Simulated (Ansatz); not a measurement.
# A hypothetical structure for ZrCo4Mo

This structure for ZrCo4Mo is made up. Its elements were placed in a known structure type with a cell scaled to their sizes. What cell does the guess relax to, and how far off was it?

Method: DFT, PBE, plane-wave PAW, files of the set soft_1, scalar-relativistic, ferromagnetic start, cell and ions relaxed at zero pressure; PAW set soft_1, in Ansatz 0.2.0.

In doubt: warnings of the run leave room for a lower electronic state, so energies may not be the lowest and differences between runs may mislead.

## Step 1: Starting point

It takes space group F-43m (No. 216, cubic). Conventional cell: a = 6.884 Å, b = 6.884 Å, c = 6.884 Å, α = 90.00°, β = 90.00°, γ = 90.00°. Mo has 12 Co at 2.86 Å and 4 Zr at 2.98 Å nearest. Zr has 12 Co at 2.85 Å and 4 Mo at 2.98 Å nearest. Nearest to Co lie 6 Co at 2.41 to 2.45 Å and 3 Zr at 2.85 Å and 3 Mo at 2.86 Å. Farther neighbours are not listed.

## Step 2: Relaxing cell and atoms

The guess takes its coordinates from another compound and its volume from a rule, so the cell and any free coordinates are relaxed together.

Input file input.yaml:

```yaml
crystal:
  lattice:
    - [0.0, 3.442, 3.442]
    - [3.442, 0.0, 3.442]
    - [3.442, 3.442, 0.0]
  atoms:
    - { symbol: Mo, position: [0.75, 0.75, 0.75], spin: 1.0 }
    - { symbol: Zr, position: [0.0, 0.0, 0.0] }
    - { symbol: Co, position: [0.374, 0.374, 0.878], spin: 2.0 }
    - { symbol: Co, position: [0.374, 0.878, 0.374], spin: 2.0 }
    - { symbol: Co, position: [0.374, 0.374, 0.374], spin: 2.0 }
    - { symbol: Co, position: [0.878, 0.374, 0.374], spin: 2.0 }
magnetization:
  spin_polarized: true
kpoints:
  mp_grid: { grid: [7, 7, 7] }
scf:
  occupations: { method: fermi_dirac, width: 0.05 }
hamiltonian:
  xc: pbe
  pseudopotentials: { kind: paw, azcp: { folder: soft_1 } }
relax:
  f_tol: 0.015
  max_steps: 70
  cell: {}
output:
  forces: true
  stress: true
```

Started as:

```console
ansatz run input.yaml --threads 4 --pin off --max-ram 10240MiB --backend cpu --events-out ev --progress --plain --runs-dir out
```

Numbers of over 12 decimals in the logs are rounded to 6 here.

What it wrote:

```text
Engine: ansatz 0.2.0, x86_64-unknown-linux-gnu
Pseudopotentials: kind: paw
Pseudopotential: Mo, paw, valence charge 14, recommended cutoff 420 eV (normal), soft_1/Mo.paw.azcp
Pseudopotential: Zr, paw, valence charge 12, recommended cutoff 420 eV (normal), soft_1/Zr.paw.azcp
Pseudopotential: Co, paw, valence charge 17, recommended cutoff 420 eV (normal), soft_1/Co.paw.azcp
Functional definition: PBE
  parameter kappa = 0.804
  parameter beta = 0.066725
  exchange = pbe_x(kappa = kappa, mu = beta*pi^2/3)
  correlation = pbe_c(beta = beta)
Crystal: 6 atoms, lattice volume = 81.557 Å³
Basis set: ecut = 420 eV, 1639 PW (Γ), exchange–correlation on 72×72×72 points (8 copies of the dense FFT grid, shifted against one another)
Bands: 62, of which v1, the nominal top of the filled ones, is band 47 counted from 1 (46 counted from 0)
Symmetry: 24 space group operations
Space group: F-43m (ITA 216), of the structure as read, at distance tolerance 4.3e-5 Å
Magnetic group: BNS 216.74 (UNI 1576), of the structure as read, at distance tolerance 4.3e-5 Å
k-points: 20 of 343 (time reversal used)
Non-local potential: Mo, projectors of the file, l = 0: 3, l = 1: 2, l = 2: 2, l = 3: 1
Non-local potential: Zr, projectors of the file, l = 0: 3, l = 1: 2, l = 2: 2, l = 3: 1
Non-local potential: Co, projectors of the file, l = 0: 3, l = 1: 2, l = 2: 3, l = 3: 1
PAW form: soft (Blöchl's): semilocal exchange-correlation on the pseudo side does not see the compensation charge
PAW one-centre angular grid: Mo, 590 points (default); XC on 64 Gauss nodes
PAW one-centre angular grid: Zr, 590 points (default); XC on 64 Gauss nodes
PAW one-centre angular grid: Co, 590 points (default); XC on 64 Gauss nodes
Initial density: superposition of atomic densities (chi_scale 0.1, normalization cell, long waves kept (reshape's long-wave potential 0.00 eV rms))
Starting moments: Σ|m| = 9 μB on 5 of 6 sites
Initial wavefunctions: pseudopotential atomic-orbital guess
Functional: x = pbe(κ = 0.804, μ = 0.219515), c = pbe(β = 0.066725)
SCF iter   1: F=—  HF=-29648.270062 eV  |F-HF|=—  |Δ(HF+E_count)|=         —  Δρ=8.20e-2 (↑8.05e-2 ↓8.20e-2)  dr2=2.13e1  dr2_m=1.28e-1  M=7.554 μB ∫|m|=7.959 μB  β_m=0.30  ethr=3.10e-3  ⟨swp⟩=5.0  Hψ=7548  notcnv=0  defer=20
Mixer restart at iter 1: flushing history
preconditioner: auto → Kerker (q_TF=auto, 2.794 Å⁻¹)  [metal: Δε(μ)=0.012 eV  Ē_g=8.981 eV  σ=0.050 eV  W_gap=0.06  n_scr=26 (ndim 8)  ℏωp=29.7 eV  f_vac=0.000  D(μ)=8.97/eV (n_scr^D=112)]
spin=Collinear: Kerker preconditioning applied to the charge; magnetization (m = ρ↑ − ρ↓) channel mixes plain (no charge-response kernel on spin).
SCF iter   2: F=—  HF=-29642.452882 eV  |F-HF|=—  |Δ(HF+E_count)|=    5.82e0  Δρ=3.12e-2 (↑3.12e-2 ↓2.87e-2)  dr2=4.79e0  dr2_m=7.38e-2  M=7.245 μB ∫|m|=7.793 μB  β_m=0.32  ethr=3.10e-3  ⟨swp⟩=2.8  Hψ=5002  notcnv=0  defer=137
SCF iter   3: F=—  HF=-29643.081554 eV  |F-HF|=—  |Δ(HF+E_count)|=   6.29e-1  Δρ=2.71e-2 (↑2.24e-2 ↓2.71e-2)  dr2=2.99e0  dr2_m=7.39e-2  M=6.944 μB ∫|m|=7.586 μB  β_m=0.66  ethr=3.10e-3  ⟨swp⟩=2.0  Hψ=3213  notcnv=0  defer=137
SCF iter   4: F=—  HF=-29644.900044 eV  |F-HF|=—  |Δ(HF+E_count)|=    1.82e0  Δρ=3.42e-2 (↑1.10e-2 ↓3.42e-2)  dr2=1.75e0  dr2_m=1.23e-1  M=6.172 μB ∫|m|=6.944 μB  β_m=0.83  ethr=3.10e-3  ⟨swp⟩=2.8  Hψ=4260  notcnv=0  defer=135
SCF iter   5: F=—  HF=-29645.019106 eV  |F-HF|=—  |Δ(HF+E_count)|=   1.19e-1  Δρ=1.35e-2 (↑1.35e-2 ↓4.25e-3)  dr2=1.52e-1  dr2_m=1.79e-2  M=5.942 μB ∫|m|=6.602 μB  β_m=0.92  ethr=1.86e-3  ⟨swp⟩=2.4  Hψ=3893  notcnv=0  defer=117
SCF iter   6: F=—  HF=-29645.034483 eV  |F-HF|=—  |Δ(HF+E_count)|=         —  Δρ=1.18e-2 (↑1.18e-2 ↓8.72e-3)  dr2=7.07e-3  dr2_m=7.80e-2  M=5.601 μB ∫|m|=6.227 μB  β_m=0.92  ethr=1.62e-4  ⟨swp⟩=2.2  Hψ=3788  notcnv=0  defer=117
Mixer restart at iter 6: flushing history
SCF iter   7: F=—  HF=-29645.037749 eV  |F-HF|=—  |Δ(HF+E_count)|=   3.27e-3  Δρ=1.15e-2 (↑1.90e-3 ↓1.15e-2)  dr2=7.34e-2  dr2_m=2.94e-2  M=5.413 μB ∫|m|=6.003 μB  β_m=0.96  ethr=7.53e-6  ⟨swp⟩=2.2  Hψ=4868  notcnv=0  defer=117
SCF iter   8: F=—  HF=-29645.069364 eV  |F-HF|=—  |Δ(HF+E_count)|=   3.16e-2  Δρ=1.26e-2 (↑1.26e-2 ↓5.60e-3)  dr2=1.56e-1  dr2_m=9.86e-3  M=5.319 μB ∫|m|=5.881 μB  β_m=0.55  ethr=7.53e-6  ⟨swp⟩=3.0  Hψ=6032  notcnv=0  defer=114
SCF iter   9: F=—  HF=-29645.030889 eV  |F-HF|=—  |Δ(HF+E_count)|=   3.85e-2  Δρ=8.65e-4 (↑8.65e-4 ↓4.29e-4)  dr2=6.37e-4  dr2_m=1.84e-4  M=5.249 μB ∫|m|=5.789 μB  β_m=0.76  ethr=7.53e-6  ⟨swp⟩=2.5  Hψ=5316  notcnv=0  defer=117
SCF iter  10: F=—  HF=-29645.031354 eV  |F-HF|=—  |Δ(HF+E_count)|=   4.65e-4  Δρ=1.19e-3 (↑3.72e-4 ↓1.19e-3)  dr2=1.44e-3  dr2_m=1.83e-4  M=5.284 μB ∫|m|=5.819 μB  β_m=0.76  ethr=6.78e-7  ⟨swp⟩=2.0  Hψ=3515  notcnv=0  defer=117
SCF iter  11: F=—  HF=-29645.031671 eV  |F-HF|=—  |Δ(HF+E_count)|=   3.17e-4  Δρ=3.14e-4 (↑9.15e-5 ↓3.14e-4)  dr2=1.25e-4  dr2_m=1.27e-5  M=5.298 μB ∫|m|=5.834 μB  β_m=0.88  ethr=6.78e-7  ⟨swp⟩=2.0  Hψ=3579  notcnv=0  defer=117
SCF iter  12: F=—  HF=-29645.031676 eV  |F-HF|=—  |Δ(HF+E_count)|=   4.31e-6  Δρ=4.30e-5 (↑4.30e-5 ↓2.88e-5)  dr2=7.56e-7  dr2_m=8.30e-7  M=5.297 μB ∫|m|=5.833 μB  β_m=0.94  ethr=1.33e-7  ⟨swp⟩=2.0  Hψ=3193  notcnv=0  defer=117
SCF iter  13: F=—  HF=-29645.031676 eV  |F-HF|=—  |Δ(HF+E_count)|=   5.87e-7  Δρ=4.14e-5 (↑4.14e-5 ↓1.75e-5)  dr2=4.59e-7  dr2_m=6.25e-7  M=5.296 μB ∫|m|=5.831 μB  β_m=0.97  ethr=8.04e-10  ⟨swp⟩=2.0  Hψ=3974  notcnv=0  defer=117
SCF iter  14: F=—  HF=-29645.031676 eV  |F-HF|=—  |Δ(HF+E_count)|=   7.72e-8  Δρ=4.06e-6 (↑3.18e-6 ↓4.06e-6)  dr2=1.43e-8  dr2_m=4.89e-9  M=5.295 μB ∫|m|=5.830 μB  β_m=0.99  ethr=4.88e-10  ⟨swp⟩=2.5  Hψ=4722  notcnv=0  defer=117
SCF iter  15: F=-29645.031676 eV  HF=-29645.031676 eV  |F-HF|=2.65e-8  |Δ(HF+E_count)|=   1.16e-8  Δρ=2.85e-6 (↑1.65e-6 ↓2.85e-6)  dr2=2.90e-8  dr2_m=1.18e-9  M=5.294 μB ∫|m|=5.830 μB  ethr=1.52e-11  ⟨swp⟩=2.0  Hψ=7374  notcnv=0
SCF 1 converged in 15 iterations: F = -29645.031676 eV  dr2 = 2.90e-8
  greatest PAW one-centre occupation: 1.000 electrons in one spin orbital (limit 2), on the Co atom at site 2 (counted from 0), in its partial waves of l = 1
relax step   1: F+E_penalty+E_count = -29645.03167629 eV  Δ(F+E_penalty+E_count) = +0.000e0 eV  max|allowed force component| = 2.268e-1 eV/Å  Δτ_max = 0.0000 Å  P = -5.952 GPa  Ω = 81.557 Å³  (15 SCF iters, dr2 threshold 1.00e-7 eV, accepted)
Crystal: 6 atoms, lattice volume = 78.803 Å³
Basis set: ecut = 420 eV, 1471 PW (Γ), exchange–correlation on 72×72×72 points (8 copies of the dense FFT grid, shifted against one another)
[...]
Initial wavefunctions: pseudopotential atomic-orbital guess (no wavefunctions were taken with the density)
iter 1 solved again at ethr=3.49e-8 eV; its pass at ethr=3.10e-3 eV (dr2=3.28e-5 eV) is discarded
SCF iter   1: F=—  HF=-29645.142688 eV  |F-HF|=—  |Δ(HF+E_count)|=         —  Δρ=1.70e-4 (↑1.70e-4 ↓1.70e-4)  dr2=7.74e-5  dr2_m=1.57e-13  M=-0.000 μB ∫|m|=0.000 μB  β_m=0.65  ethr=3.49e-8  ⟨swp⟩=3.6  Hψ=15847  notcnv=0
eigensolver tolerance schedule calibrated: the retry pair's looser diagonalisation under-reported the residual by θ = 0.58 (0.12/decade); ethr = c·dr2/N_el runs at the constant in force after the calibration composes with the one it found (an armed cap, an earlier calibration), c = 7.4e-2
preconditioner: auto → Kerker (q_TF=auto, 2.140 Å⁻¹)  [metal: Δε(μ)=0.020 eV  Ē_g=8.868 eV  σ=0.050 eV  W_gap=0.10  n_scr=14 (ndim 8)  ℏωp=30.5 eV  f_vac=0.000  D(μ)=10.18/eV (n_scr^D=168)]
spin=Collinear: Kerker preconditioning applied to the charge; magnetization (m = ρ↑ − ρ↓) channel mixes plain (no charge-response kernel on spin).
SCF iter   2: F=—  HF=-29645.142677 eV  |F-HF|=—  |Δ(HF+E_count)|=   1.18e-5  Δρ=4.17e-5 (↑4.17e-5 ↓4.17e-5)  dr2=1.69e-6  dr2_m=2.15e-13  M=-0.000 μB ∫|m|=0.000 μB  β_m=0.51  ethr=3.49e-8  ⟨swp⟩=2.0  Hψ=3416  notcnv=0
SCF iter   3: F=—  HF=-29645.142682 eV  |F-HF|=—  |Δ(HF+E_count)|=   5.47e-6  Δρ=2.72e-5 (↑2.72e-5 ↓2.72e-5)  dr2=1.40e-6  dr2_m=2.37e-13  M=-0.000 μB ∫|m|=0.000 μB  β_m=0.52  ethr=1.32e-9  ⟨swp⟩=2.7  Hψ=4683  notcnv=0
SCF iter   4: F=—  HF=-29645.142685 eV  |F-HF|=—  |Δ(HF+E_count)|=   3.18e-6  Δρ=2.61e-5 (↑2.61e-5 ↓2.61e-5)  dr2=1.99e-6  dr2_m=1.11e-13  M=-0.000 μB ∫|m|=0.000 μB  β_m=0.59  ethr=1.10e-9  ⟨swp⟩=2.0  Hψ=3356  notcnv=0
SCF iter   5: F=—  HF=-29645.142690 eV  |F-HF|=—  |Δ(HF+E_count)|=   4.84e-6  Δρ=2.39e-5 (↑2.39e-5 ↓2.39e-5)  dr2=1.89e-6  dr2_m=3.64e-14  M=-0.000 μB ∫|m|=0.000 μB  β_m=0.80  ethr=1.10e-9  ⟨swp⟩=2.0  Hψ=3412  notcnv=0
SCF iter   6: F=—  HF=-29645.142693 eV  |F-HF|=—  |Δ(HF+E_count)|=   2.61e-6  Δρ=2.34e-5 (↑2.34e-5 ↓2.34e-5)  dr2=1.81e-6  dr2_m=2.89e-14  M=-0.000 μB ∫|m|=0.000 μB  β_m=0.90  ethr=1.10e-9  ⟨swp⟩=2.0  Hψ=3260  notcnv=0
SCF iter   7: F=—  HF=-29645.142695 eV  |F-HF|=—  |Δ(HF+E_count)|=   2.48e-6  Δρ=2.22e-6 (↑2.19e-6 ↓2.22e-6)  dr2=1.45e-8  dr2_m=6.34e-13  M=-0.000 μB ∫|m|=0.000 μB  β_m=0.94  ethr=1.10e-9  ⟨swp⟩=2.1  Hψ=4248  notcnv=0
SCF iter   8: F=—  HF=-29645.142695 eV  |F-HF|=—  |Δ(HF+E_count)|=   2.04e-8  Δρ=8.25e-7 (↑8.21e-7 ↓8.25e-7)  dr2=4.43e-9  dr2_m=3.72e-14  M=-0.000 μB ∫|m|=0.000 μB  β_m=0.97  ethr=1.14e-11  ⟨swp⟩=2.0  Hψ=3470  notcnv=0
SCF iter   9: F=—  HF=-29645.142695 eV  |F-HF|=—  |Δ(HF+E_count)|=   5.05e-9  Δρ=1.04e-6 (↑1.04e-6 ↓1.03e-6)  dr2=2.67e-9  dr2_m=6.72e-15  M=-0.000 μB ∫|m|=0.000 μB  β_m=0.99  ethr=3.47e-12  ⟨swp⟩=2.0  Hψ=4292  notcnv=0
SCF iter  10: F=—  HF=-29645.142695 eV  |F-HF|=—  |Δ(HF+E_count)|=   1.36e-9  Δρ=2.10e-7 (↑2.10e-7 ↓2.07e-7)  dr2=1.42e-10  dr2_m=2.29e-15  M=-0.000 μB ∫|m|=0.000 μB  β_m=0.99  ethr=2.09e-12  ⟨swp⟩=2.0  Hψ=3418  notcnv=0
SCF iter  11: F=—  HF=-29645.142695 eV  |F-HF|=—  |Δ(HF+E_count)|=  1.64e-10  Δρ=5.56e-8 (↑5.21e-8 ↓5.56e-8)  dr2=9.34e-12  dr2_m=2.36e-15  M=-0.000 μB ∫|m|=0.000 μB  β_m=0.99  ethr=1.00e-12  ⟨swp⟩=2.0  Hψ=3333  notcnv=0
SCF iter  12: F=-29645.142695 eV  HF=-29645.142695 eV  |F-HF|=5.46e-11  |Δ(HF+E_count)|=  7.28e-12  Δρ=1.19e-7 (↑1.19e-7 ↓1.17e-7)  dr2=5.11e-11  dr2_m=7.62e-16  M=-0.000 μB ∫|m|=0.000 μB  ethr=1.00e-12  ⟨swp⟩=3.0  Hψ=7990  notcnv=0
the starting moments were not kept: the SCF closed with an absolute magnetisation of 3.9e-6 μB, where they sum to 9 μB in size (5 sites). That is at most 0.1 of that sum. Measured as dr2_m measures the in/out step, that magnetisation stands 8.3e-12 eV from none, at or under the dr2_threshold of 6.0e-11 eV: it is no larger than a step whose dr2_m would equal this threshold.
SCF 6 converged in 12 iterations: F = -29645.142695 eV  dr2 = 5.11e-11
  greatest PAW one-centre occupation: 1.000 electrons in one spin orbital (limit 2), on the Co atom at site 2 (counted from 0), in its partial waves of l = 0
relax step   6: F+E_penalty+E_count = -29645.14269523 eV  Δ(F+E_penalty+E_count) = +3.026e-3 eV  max|allowed force component| = 9.493e-3 eV/Å  Δτ_max = 0.0000 Å  P = +0.006 GPa  Ω = 77.124 Å³  stress off target by 6.35e-3 GPa  SCF on the basis re-selected at this cell (its energy is not comparable with the rows above)  (12 SCF iters)
basis re-selected at this cell: Δ(F+E_penalty+E_count) = +3.026e-3 eV, ΔP = +0.007 GPa vs the last step (what re-selecting the basis moved, of the pressure what is left beyond the Pulay correction that the steps carried, after the strain that the cell walked since its last selection, with what the two solves' SCF thresholds leave and, on support functions, any second-order correction that the steps lacked; it is no measure of the basis error at this ecutwfc). The dense FFT grid was sized anew with the basis: this SCF ran on 32×32×32 points, the steps before it on 36×36×36, so part of this shift can come from that change (see relax.cell in the input reference). [rest of the remark cut]
SCF converged after 12 iterations
Magnetization: -0.0000 μB (47.0000 up, 47.0000 down)
Absolute magnetization: 0.0000 μB (∫|ρ↑−ρ↓|, with the PAW one-centre terms)
Spin contamination: 0.0000 ħ² per cell (⟨S²⟩ above its minimum at these occupations)
Per-site moments (μB) at R_I (Å): [(1.0293677572723806e-8, 1.155485), (7.975165476978372e-8, 1.155565), (-9.133582880667379e-7, 0.985058), (-9.133582878738999e-7, 0.985058), (-9.13358288291909e-7, 0.985058), (-9.133582880391926e-7, 0.985058)]
Free energy (F): -29645.142695 eV
Harris-Foulkes:  -29645.142695 eV  (|F-HF|=5.46e-11)
Internal energy: -29645.057344 eV  (E = F + TS)
E sigma→0 (E₀):  -29645.100019 eV
Entropy (-TS):   -0.085352 eV (-14.225 meV/atom)
Fermi energy:    18.999669 eV
--- Per-component energies (eV) ---
  E_band       = -1065.514434
  E_kinetic    = 1911.570031
  E_local      = -13336.589069  (includes V_loc(G=0)·N_el)
  E_nonlocal   = 1954.737874
  E_hartree    = 5875.316151
  E_xc         = -703.499648
  E_vxc        = -882.290721  (∫ρ·V_xc dr)
  E_paw        = -12456.523156  (= ΣΔE_a)
  E_vpaw       = -2463.575716  (= ΣTr[D̂ρ^β])
  E_aug_tail   = 0.000012  (compensation charges beyond the density's cutoff)
  E_ewald      = -12890.069540
  E_smearing   = -0.085352  (= −TS)
  E_closure    = 0.000000  (closes the sum)
  Σ components = -29645.142695   (vs F -29645.142695, Δ=0.00e0)
--- Forces (eV/Å), atoms counted from 1 ---
  atom   1  Mo    -0.00000000    -0.00000000    -0.00000000
  atom   2  Zr     0.00000000    -0.00000000     0.00000000
  atom   3  Co     0.00949271     0.00949271    -0.00949271
  atom   4  Co     0.00949271    -0.00949271     0.00949271
  atom   5  Co    -0.00949271    -0.00949271    -0.00949271
  atom   6  Co    -0.00949271     0.00949271     0.00949271
  max |Σ_I F_I| component: 1.73e-17 eV/Å
--- Stress (GPa, compression-positive) ---
        0.006348       0.000000       0.000000
        0.000000       0.006348       0.000000
        0.000000       0.000000       0.006348
  P = ⅓ Tr σ = 0.0063 GPa (0.063 kbar)
--- Relaxed structure (5 steps of the walk, 5 accepted, 1 SCFs on fresh bases) ---
  F+E_penalty+E_count = -29645.14269523 eV   max|allowed force component| = 9.493e-3 eV/Å   (the final SCF, on the basis selected at the relaxed cell)
  cell:  # Å, volume = 77.1236 Å³
    - [0, 3.378462, 3.378462]
    - [3.378462, 0, 3.378462]
    - [3.378462, 3.378462, 0]
  atoms:
    - { symbol: Mo, position: [0.75, 0.75, 0.75] }
    - { symbol: Zr, position: [-1.4830869345688382e-19, -1.1418456929866168e-19, 1.561834913395499e-19] }
    - { symbol: Co, position: [0.375048, 0.375048, 0.874857] }
    - { symbol: Co, position: [0.375048, 0.874857, 0.375048] }
    - { symbol: Co, position: [0.375048, 0.375048, 0.375048] }
    - { symbol: Co, position: [0.874857, 0.375048, 0.375048] }
```

Run time: 19 s. Hardware: 4 threads of AMD EPYC 9B45 (Zen 5), shared host; peak memory 0.59 GiB.

The steps of the relaxation:

```
step  energy less that of the first step (eV)  largest force component (eV/Å)  pressure (GPa)  volume (Å³)
   1                                   0.0000                          0.2268           -5.95        81.56
   2                                  -0.0927                          0.1153           -3.22        78.80
   3                                  -0.0980                          0.0411            4.03        75.78
   4                                  -0.1140                          0.0158           -0.10        77.16
   5                                  -0.1140                          0.0095            0.00        77.12
  6*                                  -0.1110                          0.0095            0.01        77.12
```

Relaxation steps marked * repeat the geometry before them on a plane-wave basis chosen anew for their cell, so energy and pressure can jump there.

Forces are held to the 24 operations that the run works with; a distortion that breaks them can't arise in this run.

```
conventional cell, symmetrised  before  after  change
                         a (Å)   6.884  6.757  -1.8 %
                         b (Å)   6.884  6.757  -1.8 %
                         c (Å)   6.884  6.757  -1.8 %
              volume (Å³/atom)   13.59  12.85  -5.4 %
```

The atoms that moved most (Å, as changes of fractional coordinates times the final cell):

```
atom      dx      dy      dz  length
 Co5   0.007   0.007   0.007   0.012
 Co3  -0.007  -0.007   0.007   0.012
 Co6   0.007  -0.007  -0.007   0.012
 Co4  -0.007   0.007  -0.007   0.012
```

The relaxed structure:

```xyz
6
Lattice="0.0000 3.3785 3.3785 3.3785 0.0000 3.3785 3.3785 3.3785 0.0000" Properties=species:S:1:pos:R:3 pbc="T T T"
Mo    5.0677    5.0677    5.0677
Zr    0.0000    0.0000    0.0000
Co    4.2228    4.2228    2.5342
Co    4.2228    2.5342    4.2228
Co    2.5342    2.5342    2.5342
Co    2.5342    4.2228    4.2228
```

Numbers from this step:

```
free energy             : -29645.1427 eV
energy at zero smearing : -29645.1000 eV
smearing term TS        : 0.08535 eV
Fermi energy            : 19.00 eV
electrons               : 94
symmetry operations     : 24
pressure                : 0.006348 GPa
```

The shortest distance of each pair, which need not be the same contact before and after:

```
 pair  guess (Å)  relaxed (Å)
Co–Co      2.414        2.388
Co–Mo      2.856        2.801
Co–Zr      2.852        2.801
Mo–Zr      2.981        2.926
Mo–Mo      4.868        4.778
```

The relaxation ends with a largest force component of 0.0095 eV/Å and a pressure of 0.01 GPa. The starting moments have collapsed: the run ends non-magnetic.

## Step 3: Summary of results

| Item | Value |
| --- | --- |
| space group, relaxed | F-43m |
| conventional cell | a = 6.757, b = 6.757, c = 6.757 Å; α = 90.0°, β = 90.0°, γ = 90.0° |
| volume per atom | 12.85 Å³ (guess 13.59) |
| total moment | 0.00 μB in the cell of 6 atoms |

What this shows: ZrCo4Mo relaxes to F-43m with a = 6.757, b = 6.757 and c = 6.757 Å. The guessed volume was 6 % too large. The space group F-43m was held in the relaxation, so the end point is a stationary structure within it and may be a saddle against distortions or other arrangements. The moments died out from this one start and weren't seeded again at the relaxed cell. The electronic state may lie above the lowest one. Mesh and cutoff weren't tested. No dispersion term is used, so weakly bound directions may come out too long. Nothing here tests whether the compound is stable against decomposition.

[Logs are printed without paths, hosts, clocks, repeated set-up lines and the standing remarks that a program may print on its own settings, such as how far it seeks lower states.]

[Hosts, paths, dates, database ids (printed as entryN), source tags and the programs' standing remarks are cut or masked in the printed files.]
